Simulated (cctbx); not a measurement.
# What is wrong with this refinement?

Cell a = 3.8540 Å, b = 3.8540 Å, c = 13.3750 Å, α = 90.00°, β = 90.00°, γ = 90.00°; space group I4/mmm (no. 139).

Simulated single-crystal data (cctbx): Cu Kα, λ = 1.54184 Å, to d = 0.83 Å, 80 % of the full sphere, strongest reflection 40000 counts, noise from counting, a 4 % proportional error and a noise floor of 2 counts (s.d.); no absorption.

An isotropic refinement with weights 1/σ² prints:

```text
Rint 0.029, 79 unique reflections to 0.83 A
cycle     R1     wR2    GooF  max shift (A)
   1  0.4753  0.8040  45.764   0.24690
  12  0.0381  0.2107  11.992   0.00855
final R1 0.0145 wR2 0.0936 GooF 5.331  parameters 8  data/parameter 9.9
atom        x        y        z      Ueq    occ   su(xyz)  su(Uiso or U11)
Gd1    0.50000  0.50000  0.15313   0.0140  1.000  0.00013  0.0008
Sb1    0.00000  0.00000  0.00000   0.0137  1.000  0.00000  0.0009
O1     0.00000  0.50000  0.25000   0.0256  1.000  0.00000  0.0038
O2     0.81163  0.31000  0.61950   0.9889  1.000  0.22610  0.0511
difference map: max 1.57 min -0.51 rms 0.25
Q1    0.0000  0.0000  0.0000    2    1.57  0.00 A from Sb1
Q2    0.0000  0.0000  0.3424    4    1.07  0.06 A from Gd1
Q3    0.0000  0.3070  0.2305   16    0.51  0.79 A from O1
Q4    0.2586  0.2586  0.0244   16    0.44  1.32 A from O2
Q5    0.0000  0.0000  0.4559    4    0.39  1.46 A from Gd1
Q6    0.0000  0.2774  0.5000    8    0.38  1.76 A from O2
```

Q: Accept it or mend it, and why?

Mend it. The fault: spurious atom: O2. Against the right model at the same level, R1 goes from 0.0068 to 0.0145 and GooF from 0.92 to 5.33, O2 takes U = 0.99 Å² and the top difference peak, 1.6 e/Å³, lies on Sb1. A site with no density behind it hides by a very large U or drifts. The fit had not settled when the cycles ran out.

The compound is Gd2SbO2. The right model at the same level gives:

```text
Rint 0.029, 79 unique reflections to 0.83 A
cycle     R1     wR2    GooF  max shift (A)
   1  0.0642  0.1429   7.916   0.01707
   2  0.0068  0.0166   0.922   0.00000
final R1 0.0068 wR2 0.0166 GooF 0.922  parameters 4  data/parameter 19.8
atom        x        y        z      Ueq    occ   su(xyz)  su(Uiso or U11)
Gd1    0.50000  0.50000  0.15312   0.0144  1.000  0.00002  0.0001
Sb1    0.00000  0.00000  0.00000   0.0141  1.000  0.00000  0.0001
O1     0.00000  0.50000  0.25000   0.0264  1.000  0.00000  0.0007
difference map: max 0.30 min -0.27 rms 0.08
Q1    0.0000  0.2451  0.0970   16    0.30  1.61 A from Sb1
Q2    0.0000  0.0000  0.4411    4    0.26  1.26 A from Gd1
Q3    0.0000  0.3051  0.2235   16    0.25  0.83 A from O1
Q4    0.2599  0.2599  0.0342   16    0.22  1.49 A from Sb1
Q5    0.1980  0.1980  0.1783   16    0.22  1.68 A from Gd1
Q6    0.0000  0.0000  0.1064    4    0.20  1.42 A from Sb1
```

This is a model crystal, built by substitution and not relaxed, with assumed displacement parameters.

[Middle refinement cycles are left out of these outputs.]

[Logs are printed without paths, hosts, clocks, repeated set-up lines and the standing remarks that a program may print on its own settings, such as how far it seeks lower states.]
